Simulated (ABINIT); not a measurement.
# A GW chain in ABINIT: Rb2Pd (Fm-3m), part 2 of 3

How does a plane-wave GW calculation on Rb2Pd (Fm-3m) run from the first input to the gap?

ABINIT 10.8.3; PBEsol and many-body steps on it, plane waves. Known limits of the many-body steps: not at the basis limit; no spin polarisation; d states lean on the start; no spin-orbit coupling; coarse k mesh.

So far. Step 2 (Ground state): The gap is indirect, with the least direct gap 0.03 eV higher.

In doubt: a PseudoDojo file used here is known to give poor structures and forces, which bears on pressures, cells, forces and phonons.

## 3. Bands along the symmetry lines

Level of this step: DFT, PBEsol, plane waves, norm-conserving pseudopotentials (ABINIT).

Levels along a band path, at the cheap level, show where the edges lie and whether the meshes to come will hold them.

File run.abi:

```
acell 3*1.0 Angstrom
rprim 
  -0.000000000000 4.123218000000 4.123218000000
  4.123218000000 0.000000000000 4.123218000000
  4.123218000000 4.123218000000 0.000000000000
ntypat 2
znucl 37 46
natom 3
typat 1 1 2
xred 
  0.250000000000 0.250000000000 0.250000000000
  0.750000000000 0.750000000000 0.750000000000
  0.000000000000 0.000000000000 0.000000000000
pp_dirpath "pseudos"
pseudos "Rb.upf, Pd.upf"
ecut 37
iscf -2
irdden 1
kptopt 0
nkpt 50
kpt 
  0.00000000 0.00000000 0.00000000
  0.06250000 0.00000000 0.06250000
  0.12500000 0.00000000 0.12500000
  0.18750000 0.00000000 0.18750000
  0.25000000 0.00000000 0.25000000
  0.31250000 0.00000000 0.31250000
  0.37500000 0.00000000 0.37500000
  0.43750000 0.00000000 0.43750000
  0.50000000 0.00000000 0.50000000
  0.51562500 0.03125000 0.51562500
  0.53125000 0.06250000 0.53125000
  0.54687500 0.09375000 0.54687500
  0.56250000 0.12500000 0.56250000
  0.57812500 0.15625000 0.57812500
  0.59375000 0.18750000 0.59375000
  0.60937500 0.21875000 0.60937500
  0.62500000 0.25000000 0.62500000
  0.37500000 0.37500000 0.75000000
  0.32812500 0.32812500 0.65625000
  0.28125000 0.28125000 0.56250000
  0.23437500 0.23437500 0.46875000
  0.18750000 0.18750000 0.37500000
  0.14062500 0.14062500 0.28125000
  0.09375000 0.09375000 0.18750000
  0.04687500 0.04687500 0.09375000
  0.00000000 0.00000000 0.00000000
  0.06250000 0.06250000 0.06250000
  0.12500000 0.12500000 0.12500000
  0.18750000 0.18750000 0.18750000
  0.25000000 0.25000000 0.25000000
  0.31250000 0.31250000 0.31250000
  0.37500000 0.37500000 0.37500000
  0.43750000 0.43750000 0.43750000
  0.50000000 0.50000000 0.50000000
  0.50000000 0.46875000 0.53125000
  0.50000000 0.43750000 0.56250000
  0.50000000 0.40625000 0.59375000
  0.50000000 0.37500000 0.62500000
  0.50000000 0.34375000 0.65625000
  0.50000000 0.31250000 0.68750000
  0.50000000 0.28125000 0.71875000
  0.50000000 0.25000000 0.75000000
  0.50000000 0.21875000 0.71875000
  0.50000000 0.18750000 0.68750000
  0.50000000 0.15625000 0.65625000
  0.50000000 0.12500000 0.62500000
  0.50000000 0.09375000 0.59375000
  0.50000000 0.06250000 0.56250000
  0.50000000 0.03125000 0.53125000
  0.50000000 0.00000000 0.50000000
istwfk *1
nband 25
nbdbuf 2
tolwfr 1e-08
nstep 40
prtwf 0
prtvol 0
indata_prefix "in"
outdata_prefix "out"
tmpdata_prefix "tmp"
```

Started as:

```sh
$ OMP_NUM_THREADS=1 mpirun -n 4 abinit run.abi > log
```

Numbers of over 12 decimals in the logs are rounded to 6 here.

The log of the run:

```text
.Version 10.8.3 of ABINIT. v10.8.2 released Aug 2026.

 Symmetries : space group Fm -3 m (#225); Bravais cF (face-center cubic)
[... echo of the input left out ...]
== DATASET  1 ==================================================================
-   mpi_nproc: 4, omp_nthreads: 1 (-1 if OMP is not activated)

--- !DatasetInfo
iteration_state: {dtset: 1, }
dimensions: {natom: 3, nkpt: 50, mband: 25, nsppol: 1, nspinor: 1, nspden: 1, mpw: 10206, }
cutoff_energies: {ecut:  37.0, pawecutdg:  -1.0, }
electrons: {nelect:   3.60000000E+01, charge:   0.00000000E+00, occopt:   1.00000000E+00, tsmear:   1.00000000E-02, }

 Real(R)+Recip(G) space primitive vectors, cartesian coordinates (Bohr,Bohr^-1):
 R(1)=  0.0000000  7.7917528  7.7917528  G(1)= -0.0641704  0.0641704  0.0641704
 R(2)=  7.7917528  0.0000000  7.7917528  G(2)=  0.0641704 -0.0641704  0.0641704
 R(3)=  7.7917528  7.7917528  0.0000000  G(3)=  0.0641704  0.0641704 -0.0641704
 Unit cell volume ucvol=  9.4609662E+02 bohr^3
 Angles (23,13,12)=  6.00000000E+01  6.00000000E+01  6.00000000E+01 degrees

 getcut: wavevector=  0.0000  0.0000  0.0000  ngfft=  64  64  64
         ecut(hartree)=     37.000   => boxcut(ratio)=   2.12111

--- Pseudopotential description ------------------------------------------------
- Rb Generated using ONCVPSP code by D. R. Hamann
- 37.00000   9.00000  180301                  znucl, zion, pspdat
12 -116133 2 -1 2280                          pspcod,pspxc,lmax,lloc,mmax
     nproj     2     2     2
  pspatm : epsatm=   34.48401057
         --- l  ekb(1:nproj) -->
             0    8.196957   -0.477221
             1    3.231347   -0.378736
             2   -1.047201    0.996637
 pspatm: atomic psp has been read  and splines computed

- Pd Generated using ONCVPSP code by D. R. Hamann
- 46.00000  18.00000  180301                  znucl, zion, pspdat
12 -116133 2 -1 1238                          pspcod,pspxc,lmax,lloc,mmax
     nproj     2     2     2
  pspatm : epsatm=   26.17260746
         --- l  ekb(1:nproj) -->
[...]
pspatm: atomic psp has been read  and splines computed

--------------------------------------------------------------------------------

================================================================================
 prteigrs : about to open file out_EIG
 Non-SCF case, kpt    1 (  0.00000  0.00000  0.00000), residuals and eigenvalues=
  5.67E-09  2.59E-09  3.09E-09  7.30E-09  2.67E-09  2.78E-09  2.34E-09  8.52E-09
  7.91E-09  1.68E-09  3.17E-09  8.70E-09  5.17E-09  3.65E-09  2.43E-09  3.85E-09
  5.59E-09  9.95E-09  4.60E-09  3.96E-09  8.16E-09  6.52E-09  5.54E-09  6.20E-09
  5.04E-05
 -2.9640E+00 -1.7073E+00 -1.7073E+00 -1.7073E+00 -9.5528E-01 -9.5319E-01
 -3.7537E-01 -3.7537E-01 -3.7537E-01 -3.6607E-01 -3.6607E-01 -3.6607E-01
 -1.7772E-02  2.6965E-02  2.6965E-02  3.0845E-02  3.0845E-02  3.0845E-02
[...]
3.2545E-01
[...]
7.76E-04
[...]
Non-SCF case, kpt    3 (  0.12500  0.00000  0.12500), residuals and eigenvalues=
[...]
Non-SCF case, kpt   49 (  0.50000  0.03125  0.53125), residuals and eigenvalues=
[...]
Non-SCF case, kpt   50 (  0.50000  0.00000  0.50000), residuals and eigenvalues=
[...]
2.3962E-02  2.4632E-02  2.9784E-02  2.9784E-02  3.1011E-02  4.9074E-02
  8.1768E-02  1.3998E-01  1.7752E-01  1.7752E-01  1.9969E-01  2.1375E-01
[...]
--- !ResultsGS
iteration_state: {dtset: 1, }
comment   : Summary of ground state results
lattice_vectors:
- [ -0.0000000,   7.7917528,   7.7917528, ]
- [  7.7917528,   0.0000000,   7.7917528, ]
- [  7.7917528,   7.7917528,   0.0000000, ]
lattice_lengths: [  11.01920,   11.01920,   11.01920, ]
lattice_angles: [ 60.000,  60.000,  60.000, ] # degrees, (23, 13, 12)
lattice_volume:   9.4609662E+02
convergence: {deltae:  0.000E+00, res2:  0.000E+00, residm:  9.988E-09, diffor:  0.000E+00, }
etotal    :  -1.88924591E+02
entropy   :   0.00000000E+00
fermie    :   4.92146730E-02
cartesian_stress_tensor: null
pressure_GPa: null
xred      :
- [  2.5000E-01,   2.5000E-01,   2.5000E-01, Rb]
- [  7.5000E-01,   7.5000E-01,   7.5000E-01, Rb]
- [  0.0000E+00,   0.0000E+00,   0.0000E+00, Pd]
cartesian_forces: null
force_length_stats: {min: null, max: null, mean: null, }

 Integrated electronic density in atomic spheres:
 ------------------------------------------------
 Atom  Sphere_radius  Integrated_density
[...]
================================================================================

 ----iterations are completed or convergence reached----

 Mean square residual over all n,k,spin=   51.481E-10; max=  99.880E-10
 reduced coordinates (array xred) for    3 atoms
[...]
0.750000000000      0.750000000000      0.750000000000
       0.000000000000      0.000000000000      0.000000000000

 cartesian coordinates (angstrom) at end:
    1      2.061609     2.061609     2.061609
    2      6.184827     6.184827     6.184827
    3      0.000000     0.000000     0.000000
 length scales=  1.889726125908  1.889726125908  1.889726125908 bohr
              =  1.000000000000  1.000000000000  1.000000000000 angstroms
 prteigrs : about to open file out_EIG
 Eigenvalues (hartree) for nkpt=  50  k points:
 kpt#   1, nband= 25, wtk=  1.00000, kpt=  0.0000  0.0000  0.0000 (reduced coord)
[...]
kpt#   2, nband= 25, wtk=  1.00000, kpt=  0.0625  0.0000  0.0625 (reduced coord)
[...]
kpt#   3, nband= 25, wtk=  1.00000, kpt=  0.1250  0.0000  0.1250 (reduced coord)
[...]
kpt#  49, nband= 25, wtk=  1.00000, kpt=  0.5000  0.0313  0.5313 (reduced coord)
[...]
0.26175
 kpt#  50, nband= 25, wtk=  1.00000, kpt=  0.5000  0.0000  0.5000 (reduced coord)
[...]
-0.37699   -0.36497   -0.36497   -0.36373    0.02396    0.02463    0.02978    0.02978
   0.03101    0.04907    0.08177    0.13998    0.17752    0.17752    0.19969    0.21375
   0.26154

== END DATASET(S) ==============================================================
================================================================================

 -outvars: echo values of variables after computation  --------
            nband          25
             nkpt          50
          spgroup         225
 [... the other variables as echoed above ...]

 Calculation completed.
```

The job ended after 62 s (4 MPI ranks of Arm Neoverse V1, shared host; peak memory 0.53 GiB).

This step gave:

```
gap                        : 0.8553 eV
k of the valence top       : 0.5, 0.25, 0.75
k of the conduction bottom : 0.5, 0.5, 0.5
least direct gap           : 0.8898 eV
```

The gap is 0.855 eV, as in the run before at this level.

Electronic bands along the path, in eV, zero at the top of the highest filled band:

```
    point  band 15  band 16  band 17  band 18  band 19  band 20  band 21  band 22
        Γ    -0.61    -0.50    -0.50    -0.50     2.51     2.51     2.51     4.22
  halfway    -0.58    -0.55    -0.52    -0.52     1.60     2.97     2.97     3.70
        X    -0.53    -0.53    -0.50     0.00     0.89     2.47     3.49     3.49
  halfway    -0.55    -0.53    -0.50     0.00     1.02     2.38     3.15     3.49
        U    -0.58    -0.53    -0.52    -0.04     1.37     1.99     3.06     3.46
jump to K    -0.58    -0.53    -0.52    -0.04     1.37     1.99     3.06     3.46
  halfway    -0.58    -0.57    -0.52    -0.51     1.63     2.68     2.97     4.10
        Γ    -0.61    -0.50    -0.50    -0.50     2.51     2.51     2.51     4.22
  halfway    -0.58    -0.54    -0.51    -0.51     1.70     2.84     2.84     4.31
        L    -0.56    -0.53    -0.53    -0.33     0.86     3.25     3.25     4.56
  halfway    -0.58    -0.54    -0.53    -0.21     1.21     2.43     3.10     3.67
        W    -0.62    -0.53    -0.53     0.00     1.82     1.82     2.30     3.92
  halfway    -0.57    -0.53    -0.51     0.00     1.15     2.38     2.73     3.69
        X    -0.53    -0.53    -0.50     0.00     0.89     2.47     3.49     3.49
```

## 4. Empty states on the mesh, 2×2×2 mesh, 120 bands

The sums over transitions need many empty states on a uniform mesh; this step solves for them.

File run.abi:

```
acell 3*1.0 Angstrom
rprim 
  -0.000000000000 4.123218000000 4.123218000000
  4.123218000000 0.000000000000 4.123218000000
  4.123218000000 4.123218000000 0.000000000000
ntypat 2
znucl 37 46
natom 3
typat 1 1 2
xred 
  0.250000000000 0.250000000000 0.250000000000
  0.750000000000 0.750000000000 0.750000000000
  0.000000000000 0.000000000000 0.000000000000
pp_dirpath "pseudos"
pseudos "Rb.upf, Pd.upf"
ecut 37
ngkpt 2 2 2
nshiftk 1
shiftk 0 0 0
kptopt 1
chksymbreak 0
iscf -2
irdden 1
istwfk *1
nband 120
nbdbuf 10
tolwfr 1e-09
nstep 60
prtvol 0
indata_prefix "in"
outdata_prefix "out"
tmpdata_prefix "tmp"
```

Started as:

```sh
$ OMP_NUM_THREADS=1 mpirun -n 3 abinit run.abi > log
```

The log of the run:

```text
.Version 10.8.3 of ABINIT. v10.8.2 released Aug 2026.

 Symmetries : space group Fm -3 m (#225); Bravais cF (face-center cubic)
[... echo of the input left out ...]
== DATASET  1 ==================================================================
-   mpi_nproc: 3, omp_nthreads: 1 (-1 if OMP is not activated)

--- !DatasetInfo
iteration_state: {dtset: 1, }
dimensions: {natom: 3, nkpt: 3, mband: 120, nsppol: 1, nspinor: 1, nspden: 1, mpw: 10200, }
cutoff_energies: {ecut:  37.0, pawecutdg:  -1.0, }
electrons: {nelect:   3.60000000E+01, charge:   0.00000000E+00, occopt:   1.00000000E+00, tsmear:   1.00000000E-02, }

 Real(R)+Recip(G) space primitive vectors, cartesian coordinates (Bohr,Bohr^-1):
 R(1)=  0.0000000  7.7917528  7.7917528  G(1)= -0.0641704  0.0641704  0.0641704
 R(2)=  7.7917528  0.0000000  7.7917528  G(2)=  0.0641704 -0.0641704  0.0641704
 R(3)=  7.7917528  7.7917528  0.0000000  G(3)=  0.0641704  0.0641704 -0.0641704
 Unit cell volume ucvol=  9.4609662E+02 bohr^3
 Angles (23,13,12)=  6.00000000E+01  6.00000000E+01  6.00000000E+01 degrees

 getcut: wavevector=  0.0000  0.0000  0.0000  ngfft=  64  64  64
         ecut(hartree)=     37.000   => boxcut(ratio)=   2.12111

--- Pseudopotential description ------------------------------------------------
- Rb Generated using ONCVPSP code by D. R. Hamann
- 37.00000   9.00000  180301                  znucl, zion, pspdat
12 -116133 2 -1 2280                          pspcod,pspxc,lmax,lloc,mmax
     nproj     2     2     2
  pspatm : epsatm=   34.48401057
         --- l  ekb(1:nproj) -->
             0    8.196957   -0.477221
             1    3.231347   -0.378736
             2   -1.047201    0.996637
 pspatm: atomic psp has been read  and splines computed

- Pd Generated using ONCVPSP code by D. R. Hamann
- 46.00000  18.00000  180301                  znucl, zion, pspdat
12 -116133 2 -1 1238                          pspcod,pspxc,lmax,lloc,mmax
     nproj     2     2     2
  pspatm : epsatm=   26.17260746
         --- l  ekb(1:nproj) -->
[...]
pspatm: atomic psp has been read  and splines computed

--------------------------------------------------------------------------------

================================================================================
 prteigrs : about to open file out_EIG
 Non-SCF case, kpt    1 (  0.00000  0.00000  0.00000), residuals and eigenvalues=
  3.83E-10  2.54E-10  5.70E-10  9.22E-10  6.14E-10  6.44E-10  2.74E-10  4.48E-10
  5.44E-10  2.43E-10  3.51E-10  7.45E-10  1.05E-10  1.21E-10  6.10E-10  4.18E-10
  5.26E-10  8.44E-10  5.13E-11  1.15E-10  1.93E-10  3.83E-10  6.06E-10  1.39E-10
[...]
-2.9640E+00 -1.7073E+00 -1.7073E+00 -1.7073E+00 -9.5528E-01 -9.5319E-01
 -3.7537E-01 -3.7537E-01 -3.7537E-01 -3.6607E-01 -3.6607E-01 -3.6607E-01
 -1.7772E-02  2.6965E-02  2.6965E-02  3.0845E-02  3.0845E-02  3.0845E-02
[...]
1.4784E+00  1.4931E+00  1.4931E+00  1.4931E+00  1.4947E+00  1.4947E+00
  1.4947E+00  1.5355E+00  1.5485E+00  1.5486E+00  1.5593E+00  1.5602E+00
 prteigrs : prtvol=0 or 1, do not print more k-points.

--- !ResultsGS
iteration_state: {dtset: 1, }
comment   : Summary of ground state results
lattice_vectors:
- [ -0.0000000,   7.7917528,   7.7917528, ]
- [  7.7917528,   0.0000000,   7.7917528, ]
- [  7.7917528,   7.7917528,   0.0000000, ]
lattice_lengths: [  11.01920,   11.01920,   11.01920, ]
lattice_angles: [ 60.000,  60.000,  60.000, ] # degrees, (23, 13, 12)
lattice_volume:   9.4609662E+02
convergence: {deltae:  0.000E+00, res2:  0.000E+00, residm:  9.949E-10, diffor:  0.000E+00, }
etotal    :  -1.88924591E+02
entropy   :   0.00000000E+00
fermie    :   4.92146730E-02
cartesian_stress_tensor: null
pressure_GPa: null
xred      :
- [  2.5000E-01,   2.5000E-01,   2.5000E-01, Rb]
- [  7.5000E-01,   7.5000E-01,   7.5000E-01, Rb]
- [  0.0000E+00,   0.0000E+00,   0.0000E+00, Pd]
cartesian_forces: null
force_length_stats: {min: null, max: null, mean: null, }

 Integrated electronic density in atomic spheres:
 ------------------------------------------------
 Atom  Sphere_radius  Integrated_density
[...]
================================================================================

 ----iterations are completed or convergence reached----

 Mean square residual over all n,k,spin=   40.373E-11; max=  99.492E-11
 reduced coordinates (array xred) for    3 atoms
[...]
0.750000000000      0.750000000000      0.750000000000
       0.000000000000      0.000000000000      0.000000000000

 cartesian coordinates (angstrom) at end:
    1      2.061609     2.061609     2.061609
    2      6.184827     6.184827     6.184827
    3      0.000000     0.000000     0.000000
 length scales=  1.889726125908  1.889726125908  1.889726125908 bohr
              =  1.000000000000  1.000000000000  1.000000000000 angstroms
 prteigrs : about to open file out_EIG
 Eigenvalues (hartree) for nkpt=   3  k points:
 kpt#   1, nband=120, wtk=  0.12500, kpt=  0.0000  0.0000  0.0000 (reduced coord)
[...]
1.47792    1.47792    1.47792    1.47837    1.47837    1.49314    1.49314    1.49314
   1.49473    1.49473    1.49473    1.53548    1.54850    1.54864    1.55928    1.56021
 prteigrs : prtvol=0 or 1, do not print more k-points.

== END DATASET(S) ==============================================================
================================================================================

 -outvars: echo values of variables after computation  --------
            nband         120
             nkpt           3
          spgroup         225
 [... the other variables as echoed above ...]

 Calculation completed.
```

Run time: 44 s. Hardware: 3 MPI ranks; peak memory 0.35 GiB; 2.2 min of CPU time.

Numbers from this step:

| Quantity | Value |
| --- | --- |
| gap | 0.8591 eV |
| k of the valence top | 0.5, 0.5, 0 |
| k of the conduction bottom | 0.5, 0, 0 |
| least direct gap | 0.8898 eV |
| k points computed | 3 |
| lowest point of the top converged band, above the valence top | 39.30 eV |

On this mesh the gap is 0.859 eV.

## 5. Screening, 2×2×2 mesh, 110 bands, screening to 106.1 eV

The RPA dielectric matrix is built and inverted for each q.

This step: RPA screening on PBEsol, plane waves, norm-conserving pseudopotentials.

Changes to run.abi since step 4:

```diff
@@ -21,10 +21,11 @@
 chksymbreak 0
-iscf -2
-irdden 1
 istwfk *1
-nband 120
-nbdbuf 10
-tolwfr 1e-09
-nstep 60
-prtvol 0
+occopt 1
+irdwfk 1
+optdriver 3
+nband 110
+ecuteps 3.9
+inclvkb 2
+awtr 1
+symchi 1
 indata_prefix "in"
```

Started as:

```sh
$ OMP_NUM_THREADS=1 mpirun -n 4 abinit run.abi > log
```

The log of the run:

```text
.Version 10.8.3 of ABINIT. v10.8.2 released Aug 2026.

 Symmetries : space group Fm -3 m (#225); Bravais cF (face-center cubic)
[... echo of the input left out ...]
== DATASET  1 ==================================================================
-   mpi_nproc: 4, omp_nthreads: 1 (-1 if OMP is not activated)

--- !DatasetInfo
iteration_state: {dtset: 1, }
dimensions: {natom: 3, nkpt: 3, mband: 110, nsppol: 1, nspinor: 1, nspden: 1, mpw: 10200, }
cutoff_energies: {ecut:  37.0, pawecutdg:  -1.0, }
electrons: {nelect:   3.60000000E+01, charge:   0.00000000E+00, occopt:   1.00000000E+00, tsmear:   1.00000000E-02, }

 SCREENING: Calculation of the susceptibility and dielectric matrices

 Based on a program developped by R.W. Godby, V. Olevano, G. Onida, and L. Reining.
 Incorporated in ABINIT by V. Olevano, G.-M. Rignanese, and M. Torrent.
.Using double precision arithmetic ; gwpc =  8

[... cell and pseudopotentials left out ...]
--------------------------------------------------------------------------------

 ==== K-mesh for the wavefunctions ====
 Number of points in the irreducible wedge :     3
[... list of points left out ...]
 Together with 48 symmetry operations and time-reversal symmetry
 yields     8 points in the full Brillouin Zone.

 ==== Q-mesh for the screening function ====
 Number of points in the irreducible wedge :     3
[... list of points left out ...]
 Together with 48 symmetry operations and time-reversal symmetry
 yields     8 points in the full Brillouin Zone.

 setmesh: FFT mesh size selected  =    40x   40x   40
          total number of points  =        64000

 vcoul_init : cutoff-mode = AUXILIARY_FUNCTION
 q-points for optical limit:   1
     1)      0.000010    0.000020    0.000030

- screening: taking advantage of time-reversal symmetry
- Maximum band index for partially occupied states nbvw = 18
- Remaining bands to be divided among processors   nbcw = 92
- Number of bands treated by each node ~23

 Number of electrons calculated from density =   36.0000; Expected =   36.0000
 average of density, n =  0.038051
 r_s =    1.8444
 omega_plasma =   18.8165 [eV]

 calculating chi0 at frequencies [eV] :
  1    0.000000E+00    0.000000E+00
  2    0.000000E+00    1.881651E+01

--------------------------------------------------------------------------------
  q-point number  1        q = ( 0.000000, 0.000000, 0.000000) [r.l.u.]
--------------------------------------------------------------------------------
[... chi0 elements left out ...]
 For q-point:  0.000010 0.000020 0.000030
  dielectric constant =  21.8787
  dielectric constant without local fields =  32.0316

  Average fulfillment of the sum rule on Im[epsilon] for q-point    1 :     56.17  [%]
[... wings left out ...]
  q-point number  2        q = ( 0.500000, 0.000000, 0.000000) [r.l.u.]
--------------------------------------------------------------------------------
[... chi0 elements left out ...]
  Average fulfillment of the sum rule on Im[epsilon] for q-point    2 :     62.79  [%]

 [... 1 further q-points ...]
```

Wall time 14 s (4 MPI ranks); peak memory 1.1 GiB; 55 s of CPU time.

This step gave:

* ε∞ with local fields, on this mesh, along the program's q direction: 21.88
* the same without local fields: 32.03
* plasma frequency: 18.82 eV
* plane waves in the screening matrix: 331

Local fields lower ε∞ by 32 %. On a Γ-centred mesh this coarse the value itself is usually too large, while a short band sum pulls it down.

(Continued in part 3 of 3.)

[Paths, hosts, dates, memory and timing lines, banners, echoed tables and standing remarks are left out of the program output.]

[Logs are printed without paths, hosts, clocks, repeated set-up lines and the standing remarks that a program may print on its own settings, such as how far it seeks lower states.]

[Runs of the session that timed out or met a known fault of the program may be left out.]

[Hosts, paths, dates, database ids (printed as entryN), source tags and the programs' standing remarks are cut or masked in the printed files.]

[G0W0 gaps are taken among the corrected bands and points alone; a level outside them can change the order at an edge.]

[Where Ansatz stands beside ABINIT at settings called matched, ABINIT's density can come from a denser mesh and the files from another edition; pairs whose starting gaps differed by over 0.03 eV were left out, so agreement reads better than it is.]
